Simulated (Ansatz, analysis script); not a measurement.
## Energy of spin spirals in a free-standing square Eu monolayer, spacing 3.816 Å: two spin channels first

Ansatz 0.2.0; Ansatz DFT, two collinear spin channels, from typed moments; PBE, PAW set soft_1; PAW set soft_1.

The work starts on two spin channels, which tell the size of the moments.

File input.yaml:

```yaml
crystal:
  lattice:
    - [3.816, 0.0, 0.0]
    - [0.0, 3.816, 0.0]
    - [0.0, 0.0, 14.0]
  atoms:
    - { symbol: Eu, position: [0.0, 0.0, 0.5], spin: 7.0 }
magnetization:
  spin_polarized: true
kpoints:
  mp_grid: { grid: [7, 7, 1] }
hamiltonian:
  xc: pbe
  pseudopotentials: { kind: paw, azcp: { folder: soft_1 } }
scf:
  occupations: { method: fermi_dirac, width: 0.1 }
  max_iter: 120
  convergence: { dr2_threshold: 1.0e-08 }
  lower_state_search: "off"
output:
  write_density: true
  write_potential: true
  elf: true
  volumetric_format: npy
```

On the command line:

```bash
> ansatz run input.yaml --threads 4 --pin off --max-ram 8192MiB --backend cpu --events-out ev --progress --plain --runs-dir out
```

Before running it: what should come out for the spin moment in the atom's sphere?

By Hund's rule a half-filled 4f shell holds seven parallel spins, so Eu carries about 7 μB. The site moments add up to 7.18 μB, near the cell's 7.58 μB; the rest lies between the atoms.

Valence density in the ca plane at fractional y = 0.000, with atoms of Eu within 0.2 Å of it. It is the smooth field of the valence electrons, not physical close to the nuclei.

ELF in the ca plane at fractional y = 0.000, with atoms of Eu within 0.2 Å of it.

Spin moment in the atom's sphere by atom:

```
atom  spin moment in the atom's sphere (μB)
 Eu1                                   7.18
```

Spin density in the ca plane at fractional y = 0.000, with atoms of Eu within 0.2 Å of it.

Ten even steps from '0' (0 e/Å³) to '9' (14 e/Å³), each cell a mean:
```
0000000000000000000462000000000000000000
0000000000000000000000000000000000000000
0000000000000000000000000000000000000000
0000000000000000000000000000000000000000
0000000000000000000000000000000000000000
0000000000000000000000000000000000000000
0000000000000000000000000000000000000000
0000000000000000000000000000000000000000
0000000000000000000231000000000000000000
0000000000000000001693000000000000000000
```
Columns run along c (14.0 Å), rows up along a (3.8 Å). Atoms in or near the plane, at fractional coordinates: Eu at (0.50, 0.00).

Values in units of 1e0 e/Å³, 6 rows by 16 columns, each cell a mean:
```
0.0 0.0 0.0 0.0 0.0 0.0 0.1 3.7 5.5 0.3 0.0 0.0 0.0 0.0 0.0 0.0
0.0 0.0 0.0 0.0 0.0 0.0 0.0 0.4 0.6 0.1 0.0 0.0 0.0 0.0 0.0 0.0
0.0 0.0 0.0 0.0 0.0 0.0 0.0 0.1 0.1 0.0 0.0 0.0 0.0 0.0 0.0 0.0
0.0 0.0 0.0 0.0 0.0 0.0 0.0 0.1 0.1 0.0 0.0 0.0 0.0 0.0 0.0 0.0
0.0 0.0 0.0 0.0 0.0 0.0 0.1 0.9 1.3 0.1 0.0 0.0 0.0 0.0 0.0 0.0
0.0 0.0 0.0 0.0 0.0 0.0 0.2 5.2 8.0 0.4 0.0 0.0 0.0 0.0 0.0 0.0
```
Columns run along c (14.0 Å), rows up along a (3.8 Å). Atoms in or near the plane, at fractional coordinates: Eu at (0.50, 0.00).

Values, 6 rows by 16 columns, each cell a mean:
```
0.00 0.00 0.00 0.01 0.04 0.05 0.16 0.64 0.60 0.29 0.05 0.05 0.01 0.00 0.00 0.00
0.00 0.00 0.00 0.01 0.05 0.12 0.10 0.35 0.41 0.12 0.13 0.07 0.01 0.00 0.00 0.00
0.00 0.00 0.00 0.01 0.06 0.22 0.29 0.19 0.18 0.27 0.26 0.09 0.02 0.00 0.00 0.00
0.00 0.00 0.00 0.01 0.06 0.20 0.22 0.16 0.17 0.20 0.22 0.08 0.02 0.00 0.00 0.00
0.00 0.00 0.00 0.01 0.04 0.10 0.10 0.50 0.57 0.15 0.09 0.06 0.01 0.00 0.00 0.00
0.00 0.00 0.00 0.01 0.03 0.05 0.19 0.60 0.50 0.33 0.04 0.04 0.01 0.00 0.00 0.00
```
Columns run along c (14.0 Å), rows up along a (3.8 Å). Atoms in or near the plane, at fractional coordinates: Eu at (0.50, 0.00).

[Logs and program files are shortened in this print: banners, set-up blocks, solver, clock and traceback lines can be left out without a mark of their own.]

[Logs are printed without paths, hosts, clocks, repeated set-up lines and the standing remarks that a program may print on its own settings, such as how far it seeks lower states.]

[Hosts, paths, dates, database ids (printed as entryN), source tags and the programs' standing remarks are cut or masked in the printed files.]
